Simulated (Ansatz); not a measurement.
# Meshes and cutoff for the phonons of BN (F-43m)

How do the frequencies of BN (F-43m) move with q mesh, k mesh and cutoff?

Program: Ansatz 0.2.0. Level of theory: DFT LDA, scalar-relativistic, plane waves, PAW. Results are calculated unless marked as measured.

### 1. The structure

The structure is cubic, space group F-43m (No. 216). The conventional cell has a = 3.581 Å, b = 3.581 Å, c = 3.581 Å, α = 90.00°, β = 90.00°, γ = 90.00°. B has 4 N at 1.55 Å nearest. Nearest to N lie 4 B at 1.55 Å. Farther neighbours and most contacts between anions are not listed.

### 2. Relaxing to small forces for the phonons

Phonons need a cell at rest on their own settings, so the relaxation is repeated with tight tolerances on forces and stress on the k mesh and occupations of the first response run.

input.yaml reads:

```yaml
crystal:
  lattice:
    - [0.0, 1.7902743999, 1.7902743999]
    - [1.7902743999, 0.0, 1.7902743999]
    - [1.7902743999, 1.7902743999, 0.0]
  atoms:
    - { symbol: B, position: [0.0, 0.0, 0.0] }
    - { symbol: "N", position: [0.75, 0.75, 0.75] }
kpoints:
  mp_grid: { grid: [12, 12, 12] }
hamiltonian:
  xc: lda
scf:
  occupations: { method: fixed }
output:
  forces: true
  stress: true
  eigenvalues: true
relax:
  adjacent_minimum: "off"
  f_tol: 0.001
  max_steps: 60
  cell: { stress_tol: 0.01 }
```

The run is started by

```sh
ansatz run input.yaml --threads 4 --pin off --max-ram 7168MiB --backend cpu --events-out ev --progress --plain --runs-dir out
```

Numbers of over 12 decimals in the logs are rounded to 6 here.

What it wrote:

```text
Engine: ansatz 0.2.0, aarch64-unknown-linux-gnu
Pseudopotentials: kind: paw
Pseudopotential: B, paw, valence charge 3, recommended cutoff 420 eV (normal), B.paw.azcp
Pseudopotential: N, paw, valence charge 5, recommended cutoff 420 eV (normal), N.paw.azcp
Functional definition: SPW92
  exchange = slater_x
  correlation = pw_c
Crystal: 2 atoms, lattice volume = 11.476 Å³
Basis set: ecut = 420 eV, 229 PW (Γ)
[...]
--- Relaxed structure (1 steps of the walk, 1 accepted, 1 SCFs on fresh bases) ---
  F+E_penalty+E_count = -526.46860774 eV   max|allowed force component| = 3.654e-16 eV/Å   (the final SCF, on the basis selected at the relaxed cell)
  cell:  # Å, volume = 11.4760 Å³
    - [0.0, 1.7902743999, 1.7902743999]
    - [1.7902743999, 0.0, 1.7902743999]
    - [1.7902743999, 1.7902743999, 0.0]
  atoms:
    - { symbol: B, position: [0.0, 0.0, 0.0] }
    - { symbol: N, position: [0.75, 0.75, 0.75] }
[key lines of the parts left out:]
SCF converged after 4 iterations
Free energy (F): -526.468608 eV
Fermi energy:    11.392860 eV
P = ⅓ Tr σ = -0.0088 GPa (-0.088 kbar)
```

It took 0.65 s on 4 threads of Arm Neoverse V2, shared host; peak memory 0.26 GiB; 2 s of CPU time.

Little changed from the start: no atom moved by 0.005 Å and no cell edge by 0.1 %.

Numbers from this step:

- pressure: -0.008830 GPa
- gap on the k-mesh: 4.392 eV
- volume per atom: 5.738 Å³
- direct gap on mesh: 8.830 eV

The forces vanish by symmetry and the pressure is -0.009 GPa, within the tolerances set. The cell now holds 5.74 Å³/atom.

### 3. Phonons on a q mesh

Stability and thermal properties need the whole zone. Linear response on a 4×4×4 q mesh gives force constants as far as a supercell of that size would, and the tensors from the zone-centre run are typed in so that the long-range dipole term is interpolated apart.

input.yaml, the sections that differ from step 2:

```yaml
output:
  eigenvalues: true
phonons:
  method: dfpt
  qmesh: [4, 4, 4]
  temperatures: { t_max: 1000, t_step: 50 }
  qpath:
    path:
      - [[0.0, 0.0, 0.0], [-0.5, -0.5, 0.0], [-0.375, -0.375, 0.25]]
      - [[-0.375, 0.0, 0.375], [0.0, 0.0, 0.0], [0.0, 0.0, 0.5], [-0.5, -0.25, 0.25], [-0.5, -0.5, 0.0]]
    npoints: 10
  non_analytic_term:
    high_frequency_dielectric_tensor: [[4.5656, 0.0, 0.0], [0.0, 4.5656, 0.0], [0.0, 0.0, 4.5656]]
    born_effective_charges:
      - { species: B, tensor: [[1.8781, 0.0, 0.0], [0.0, 1.8781, 0.0], [0.0, 0.0, 1.8781]] }
      - { species: "N", tensor: [[-1.8781, 0.0, 0.0], [0.0, -1.8781, 0.0], [0.0, 0.0, -1.8781]] }
    source: "zone-centre run at this cell"
# crystal, kpoints, hamiltonian, scf: as in step 2
# relax: removed
```

What it wrote:

```text
Warning: phonons: the dynamical matrix that this run interpolates holds no multipole term above the dipole-dipole one, and a site of this crystal is no centre of inversion, so its interpolated transverse optical and acoustic branches and sound speeds can stay off near Gamma, and the density of states and the thermodynamics with them. What a run solves at a wave vector of phonons.qpoints, Gamma apart, where the deck admits one, is free of this, and under fd what a larger phonons.supercell samples
[...]
Crystal: 2 atoms, lattice volume = 11.476 Å³
Basis set: ecut = 420 eV, 229 PW (Γ), exchange–correlation on 36×36×36 points (8 copies of the dense FFT grid, shifted against one another)
Bands: 8, of which v1, the nominal top of the filled ones, is band 4 counted from 1 (3 counted from 0)
Symmetry: 24 space group operations
k-points: 72 of 1728 (time reversal used)
[...]
SCF iter   1: F=—  HF=-526.470276 eV  |F-HF|=—  |Δ(HF+E_count)|=         —  Δρ=7.92e-3  dr2=5.28e-3  ethr=1.77e-3  ⟨swp⟩=3.8  Hψ=3289  notcnv=0  defer=110
[...]
SCF iter   7: F=-526.468608 eV  HF=-526.468608 eV  |F-HF|=4.55e-13  |Δ(HF+E_count)|=  8.19e-12  Δρ=1.39e-7  dr2=8.05e-13  ethr=1.00e-12  ⟨swp⟩=5.3  Hψ=2138  notcnv=0
SCF 1 converged in 7 iterations: F = -526.468608 eV  dr2 = 8.05e-13
[...]
NSCF: frozen V_eff on 72 k-points
[...]
DFPT response loops at q = (0, 0, 0) (fractional): preconditioner auto → none (the input reference at scf.mixing.eps_inf says where Resta's filter doesn't serve); β = 0.50; Broyden in place of MSR1
[...]
SCF converged after 7 iterations
Free energy (F): -526.468608 eV
[...]
Internal energy: -526.468608 eV  (E = F + TS)
E sigma→0 (E₀):  -526.468608 eV
Fermi energy:    11.392860 eV
[...]
--- Band table (eV; the first three rows and the last of 72) ---
[...]
--- Phonons (Γ-DFPT): 2 representative perturbations + reference (Σ response iterations 6) ---
  ASR residual: 5.383e-5 → 0.000e0 eV/Å²; symmetrization residual: 5.236e-7 eV/Å²
  ASR residual per site (eV/Å²): 5.38e-5 1.78e-6
  Γ frequencies (cm⁻¹): 0.00 0.00 0.00 1067.97 1067.97 1067.97
--- Phonons (arbitrary-q DFPT): 8 irreducible q on the 4×4×4 mesh ---
  q = [0.0000, 0.0000, 0.0000] (star 1, of the zone-centre solve; hermiticity 4.09e-8, symmetrization 3.65e-15): -0.00 -0.00 0.00 1067.97 1067.97 1067.97
  q = [0.0000, 0.0000, 0.2500] (star 8, 2 solved perturbations on 936 of 1728 k-point pairs; hermiticity 2.23e-8, symmetrization 6.52e-15): 354.57 354.57 638.52 1037.05 1037.05 1260.56
[...]
q = [0.0000, 0.2500, 0.2500] (star 6, 4 solved perturbations in 1608 linear systems a pass and spin channel, the states on 510 of 1728 k-point pairs; hermiticity 1.39e-8, symmetrization 4.57e-15): 478.42 478.42 656.98 1017.02 1017.02 1272.73
[...]
sum rule: each row above includes the acoustic sum rule's correction from the zone centre's row sums; it moved no ω² by more than (1.16 cm⁻¹)²
  mesh force constants: q→R imaginary residual 2.03e-18; ASR residual 5.383e-5 → 0.000e0 eV/Å²; symmetrization residual 7.105e-15 eV/Å²
  interpolated dispersion: 63 rows × 6 modes
  density of states and harmonic sums: on the 32×32×32 q-mesh, interpolated from the force constants of a 4×4×4 supercell (with the dipole–dipole term of supplied tensors)
  largest difference from the sums on the solved wave vectors: F 5.26e-3 eV, S 9.41e-6 and C_V 3.94e-6 eV/K
  zero-point energy: 0.321531 eV/cell   skipped modes (ω ≤ 0): 3   left out of the sums: 1.53e-5 of the cell's modes: C_V's classical limit lies that fraction below 3 k_B per atom; for a crystal, a wire or a layer, F and S can be off by more, and a phonons.interpolated_qmesh denser along its periods is the remedy for the sampling
```

Run time: 24 s. Hardware: 4 threads; peak memory 0.69 GiB; 89 s of CPU time.

The column dr2 measures how far the density is from self-consistency, as an energy; F and HF (Harris–Foulkes) agree once it is small.

This step gave:

```yaml
sum_rule_residual_before_enforcement: 5.38e-5 eV/Å²
lowest_frequency_on_the_path: 0 cm⁻¹
point_group: -43m
highest_frequency_on_the_path_or_at_a_solved_wavevector: 1298 cm⁻¹
mean_frequency: 864.5 cm⁻¹
debye_temperature_second_moment: 1666 K
logarithmic_mean_frequency: 823.3 cm⁻¹
highest_optical_mode_at_the_zone_centre_no_lo_to_term: 1068 cm⁻¹
lowest_optical_zone_centre_mode: 1068 cm⁻¹
lowest_mode_on_the_q_mesh_acoustic_modes_at_gamma_apart: 354.6 cm⁻¹
zero_point_energy_per_atom: 160.8 meV
heat_capacity_at_300_k: 7.869 J/(mol atoms K)
vibrational_entropy_at_300_k: 3.292 J/(mol atoms K)
```

Frequencies (cm⁻¹) solved at each irreducible wavevector; negative means imaginary. Frequencies by wavevector, by row:

| q in reciprocal lattice units | star | mode 1 | mode 2 | mode 3 | mode 4 | mode 5 | mode 6 |
| --- | --- | --- | --- | --- | --- | --- | --- |
| 0 0 0 | 1 | 0 | 0 | 0 | 1068 | 1068 | 1068 |
| 0 0 0.25 | 8 | 354.6 | 354.6 | 638.5 | 1037 | 1037 | 1261 |
| 0 0 -0.5 | 4 | 487.5 | 487.5 | 987 | 1010 | 1010 | 1148 |
| 0 0.25 0.25 | 6 | 478.4 | 478.4 | 657 | 1017 | 1017 | 1273 |
| 0 0.25 -0.5 | 24 | 608.2 | 727.8 | 894.2 | 971.9 | 1012 | 1140 |
| 0 0.25 -0.25 | 12 | 533.4 | 699.5 | 795.5 | 987.1 | 1046 | 1156 |
| 0 -0.5 -0.5 | 3 | 704.4 | 704.4 | 931.7 | 931.7 | 1025 | 1167 |
| 0.25 -0.5 -0.25 | 6 | 792.7 | 815.4 | 887.5 | 990.4 | 995 | 1025 |

Interpolated from a 4×4×4 q mesh, with the LO-TO term (at Γ the limit along the path; where Γ stands inside the path, tables give the limit on arrival). Phonon branches along the path, in cm⁻¹:

| point | branch 1 | branch 2 | branch 3 | branch 4 | branch 5 | branch 6 |
| --- | --- | --- | --- | --- | --- | --- |
| Γ | 0 | 0 | 0 | 1068 | 1068 | 1298 |
| halfway | 478 | 478 | 657 | 1017 | 1017 | 1273 |
| X | 704 | 704 | 932 | 932 | 1025 | 1167 |
| halfway | 695 | 758 | 923 | 935 | 1023 | 1139 |
| U | 666 | 873 | 894 | 944 | 988 | 1099 |
| jump to K | 666 | 873 | 894 | 944 | 988 | 1099 |
| halfway | 424 | 543 | 676 | 1018 | 1047 | 1226 |
| Γ | 0 | 0 | 0 | 1068 | 1068 | 1298 |
| halfway | 355 | 355 | 638 | 1037 | 1037 | 1261 |
| L | 488 | 488 | 987 | 1010 | 1010 | 1148 |
| halfway | 602 | 698 | 958 | 974 | 1025 | 1088 |
| W | 793 | 815 | 888 | 990 | 995 | 1025 |
| halfway | 741 | 754 | 917 | 938 | 1025 | 1110 |
| X | 704 | 704 | 932 | 932 | 1025 | 1167 |

The phonon branches as a text plot (rows in cm⁻¹):

```
   1270 |********                ************
   1216 |        ***            *            ***
   1162 |           ****     ***                ***            **
   1108 |               *****                      ****      **
   1054 |******              *****************         ***  *
   1000 |      ***  *************             *******************
    946 |         ***********                   *    ****   *****
    892 |               *****                  *         *****
    838 |        *       * * **               *          ***
    784 |       *      **   *                           ******
    730 |            **      ***             *         *     ****
    676 |      *  ***  ****     *                     * *
    622 |        *         **  *            *        ***
    568 |    ** *            ** **                  **
    514 |                      *           *     ****
    460 |      *                 ***          ***
    405 |   ***                 *         *  *
    351 |                        ***        *
    297 |  **                       *    * *
    243 |                         ***     *
    189 |  *                        **
    135 | *                          *  **
     81 | *                          *  *
     27 |*                            **
         Γ           X  U|K            Γ         L        W     X
```

Symmetry leaves 8 wavevectors to solve. The lowest mode among them, the acoustic zeros apart, lies at q = (0, 0, 0.25) and is real, 355 cm⁻¹.

### 4. Another q mesh, q mesh 2×2×2

The q mesh is changed to 2×2×2, to see how far the force constants must reach.

Edit input.yaml of step 3 so:

```diff
@@ -18,3 +18,3 @@
   method: dfpt
-  qmesh: [4, 4, 4]
+  qmesh: [2, 2, 2]
   temperatures: { t_max: 1000, t_step: 50 }
```

What it wrote:

```text
[...]
Crystal: 2 atoms, lattice volume = 11.476 Å³
Basis set: ecut = 420 eV, 229 PW (Γ), exchange–correlation on 36×36×36 points (8 copies of the dense FFT grid, shifted against one another)
Bands: 8, of which v1, the nominal top of the filled ones, is band 4 counted from 1 (3 counted from 0)
Symmetry: 24 space group operations
k-points: 72 of 1728 (time reversal used)
[...]
SCF iter   1: F=—  HF=-526.470276 eV  |F-HF|=—  |Δ(HF+E_count)|=         —  Δρ=7.92e-3  dr2=5.28e-3  ethr=1.77e-3  ⟨swp⟩=3.8  Hψ=3289  notcnv=0  defer=110
[...]
SCF iter   7: F=-526.468608 eV  HF=-526.468608 eV  |F-HF|=4.55e-13  |Δ(HF+E_count)|=  8.19e-12  Δρ=1.39e-7  dr2=8.05e-13  ethr=1.00e-12  ⟨swp⟩=5.3  Hψ=2138  notcnv=0
SCF 1 converged in 7 iterations: F = -526.468608 eV  dr2 = 8.05e-13
[...]
SCF converged after 7 iterations
Free energy (F): -526.468608 eV
[...]
Internal energy: -526.468608 eV  (E = F + TS)
E sigma→0 (E₀):  -526.468608 eV
Fermi energy:    11.392860 eV
[...]
--- Band table (eV; the first three rows and the last of 72) ---
[...]
ASR residual: 5.383e-5 → 0.000e0 eV/Å²; symmetrization residual: 5.236e-7 eV/Å²
  ASR residual per site (eV/Å²): 5.38e-5 1.78e-6
  Γ frequencies (cm⁻¹): 0.00 0.00 0.00 1067.97 1067.97 1067.97
--- Phonons (arbitrary-q DFPT): 3 irreducible q on the 2×2×2 mesh ---
[...]
interpolated dispersion: 63 rows × 6 modes
[...]
```

It took 4.1 s on 4 threads; peak memory 0.39 GiB; 14 s of CPU time.

Numbers from this step:

```
mean frequency                                        : 862 cm⁻¹
lowest mode on the q mesh (acoustic modes at Γ apart) : 487.5 cm⁻¹
```

Frequencies (cm⁻¹) solved at each irreducible wavevector; negative means imaginary. Frequencies by wavevector, by row:

| q in reciprocal lattice units | star | mode 1 | mode 2 | mode 3 | mode 4 | mode 5 | mode 6 |
| --- | --- | --- | --- | --- | --- | --- | --- |
| 0 0 0 | 1 | 0 | 0 | 0 | 1068 | 1068 | 1068 |
| 0 0 -0.5 | 4 | 487.5 | 487.5 | 987 | 1010 | 1010 | 1148 |
| 0 -0.5 -0.5 | 3 | 704.4 | 704.4 | 931.7 | 931.7 | 1025 | 1167 |

Interpolated from a 2×2×2 q mesh, rough between the solved points, with the LO-TO term (at Γ the limit along the path; where Γ stands inside the path, tables give the limit on arrival). The phonon branches at the labelled points (cm⁻¹):

| point | branch 1 | branch 2 | branch 3 | branch 4 | branch 5 | branch 6 |
| --- | --- | --- | --- | --- | --- | --- |
| Γ | 0 | 0 | 0 | 1068 | 1068 | 1298 |
| halfway | 453 | 453 | 656 | 1021 | 1021 | 1271 |
| X | 704 | 704 | 932 | 932 | 1025 | 1167 |
| halfway | 690 | 753 | 933 | 938 | 1013 | 1146 |
| U | 649 | 853 | 918 | 957 | 990 | 1103 |
| jump to K | 649 | 853 | 918 | 957 | 990 | 1103 |
| halfway | 387 | 523 | 684 | 1034 | 1043 | 1229 |
| Γ | 0 | 0 | 0 | 1068 | 1068 | 1298 |
| halfway | 334 | 334 | 633 | 1043 | 1043 | 1260 |
| L | 488 | 488 | 987 | 1010 | 1010 | 1148 |
| halfway | 580 | 692 | 965 | 985 | 1042 | 1080 |
| W | 768 | 776 | 921 | 984 | 1011 | 1047 |
| halfway | 733 | 740 | 931 | 952 | 1004 | 1126 |
| X | 704 | 704 | 932 | 932 | 1025 | 1167 |

The phonon branches as a text plot (rows in cm⁻¹):

```
   1270 |********                ************
   1216 |        ***            *            ***
   1162 |           ****       *                ***           ***
   1108 |               ***  **                    ***      **
   1054 |******            *******************       *******
   1000 |      ***  ************              *******************
    946 |         **********                    *     ***********
    892 |                 ***                  *
    838 |        *       *** **               *
    784 |       *       *   *  *                        *****
    730 |            ***     **              *         * *  *****
    676 |      *  *** *****     *                     * *
    622 |        *         *   *            *        * *
    568 |                   *    *                  ***
    514 |    ** *            ** *          *     ****
    460 |      *               *  **           **
    405 |   *                   **        *  **
    351 |    **                             *
    297 |  **                    ****      *
    243 |                         **     *
    189 |  *                        *     *
    135 | *                          *  **
     81 | *                          *  *
     27 |*                            **
         Γ           X  U|K            Γ         L        W     X
```

The mean frequency is 862.0 cm⁻¹, -2.5 cm⁻¹ against the base run.

The highest branch reaches 1298 cm⁻¹ on this path, at Γ. No branch goes imaginary on this path.

### 5. Another q mesh, q mesh 3×3×3

The q mesh is changed to 3×3×3, to see how far the force constants must reach.

Edit input.yaml of step 4 so:

```diff
@@ -18,3 +18,3 @@
   method: dfpt
-  qmesh: [2, 2, 2]
+  qmesh: [3, 3, 3]
   temperatures: { t_max: 1000, t_step: 50 }
```

What it wrote:

```text
[...]
Crystal: 2 atoms, lattice volume = 11.476 Å³
Basis set: ecut = 420 eV, 229 PW (Γ), exchange–correlation on 36×36×36 points (8 copies of the dense FFT grid, shifted against one another)
Bands: 8, of which v1, the nominal top of the filled ones, is band 4 counted from 1 (3 counted from 0)
Symmetry: 24 space group operations
k-points: 72 of 1728 (time reversal used)
[...]
E sigma→0 (E₀):  -526.468608 eV
Fermi energy:    11.392860 eV
[...]
--- Band table (eV; the first three rows and the last of 72) ---
[...]
ASR residual: 5.383e-5 → 0.000e0 eV/Å²; symmetrization residual: 5.236e-7 eV/Å²
  ASR residual per site (eV/Å²): 5.38e-5 1.78e-6
  Γ frequencies (cm⁻¹): 0.00 0.00 0.00 1067.97 1067.97 1067.97
--- Phonons (arbitrary-q DFPT): 4 irreducible q on the 3×3×3 mesh ---
[...]
interpolated dispersion: 63 rows × 6 modes
[...]
[key lines of the parts left out:]
SCF converged after 7 iterations
Free energy (F): -526.468608 eV
```

Elapsed: 11 s, on 4 threads; peak memory 0.5 GiB.

Frequencies (cm⁻¹) solved at each irreducible wavevector; negative means imaginary. Frequencies by wavevector, by row:

| q in reciprocal lattice units | star | mode 1 | mode 2 | mode 3 | mode 4 | mode 5 | mode 6 |
| --- | --- | --- | --- | --- | --- | --- | --- |
| 0 0 0 | 1 | 0 | 0 | 0 | 1068 | 1068 | 1068 |
| 0 0 0.3333 | 8 | 427.8 | 427.8 | 803.1 | 1023 | 1023 | 1226 |
| 0 0.3333 0.3333 | 6 | 591.5 | 591.5 | 828.6 | 982.9 | 982.9 | 1243 |
| 0 0.3333 -0.3333 | 12 | 633.6 | 856.6 | 905.8 | 955.2 | 984.2 | 1090 |

The mean frequency is 863.7 cm⁻¹, -0.8 cm⁻¹ against the base run.

### 6. Another q mesh, q mesh 6×6×6

The q mesh is changed to 6×6×6, to see how far the force constants must reach.

Edit input.yaml of step 5 so:

```diff
@@ -18,3 +18,3 @@
   method: dfpt
-  qmesh: [3, 3, 3]
+  qmesh: [6, 6, 6]
   temperatures: { t_max: 1000, t_step: 50 }
```

What it wrote:

```text
[...]
Crystal: 2 atoms, lattice volume = 11.476 Å³
Basis set: ecut = 420 eV, 229 PW (Γ), exchange–correlation on 36×36×36 points (8 copies of the dense FFT grid, shifted against one another)
Bands: 8, of which v1, the nominal top of the filled ones, is band 4 counted from 1 (3 counted from 0)
Symmetry: 24 space group operations
k-points: 72 of 1728 (time reversal used)
[...]
E sigma→0 (E₀):  -526.468608 eV
Fermi energy:    11.392860 eV
[...]
--- Band table (eV; the first three rows and the last of 72) ---
[...]
ASR residual: 5.383e-5 → 0.000e0 eV/Å²; symmetrization residual: 5.236e-7 eV/Å²
  ASR residual per site (eV/Å²): 5.38e-5 1.78e-6
  Γ frequencies (cm⁻¹): 0.00 0.00 0.00 1067.97 1067.97 1067.97
--- Phonons (arbitrary-q DFPT): 16 irreducible q on the 6×6×6 mesh ---
[...]
interpolated dispersion: 63 rows × 6 modes
[...]
[key lines of the parts left out:]
SCF converged after 7 iterations
Free energy (F): -526.468608 eV
```

It took 73 s on 4 threads; peak memory 0.7 GiB.

The mean frequency is 864.5 cm⁻¹, +0.0 cm⁻¹ against the base run.

(Continued in part 2 of 3.)

[Logs are printed without paths, hosts, clocks, repeated set-up lines and the standing remarks that a program may print on its own settings, such as how far it seeks lower states.]

[Hosts, paths, dates, database ids (printed as entryN), source tags and the programs' standing remarks are cut or masked in the printed files.]
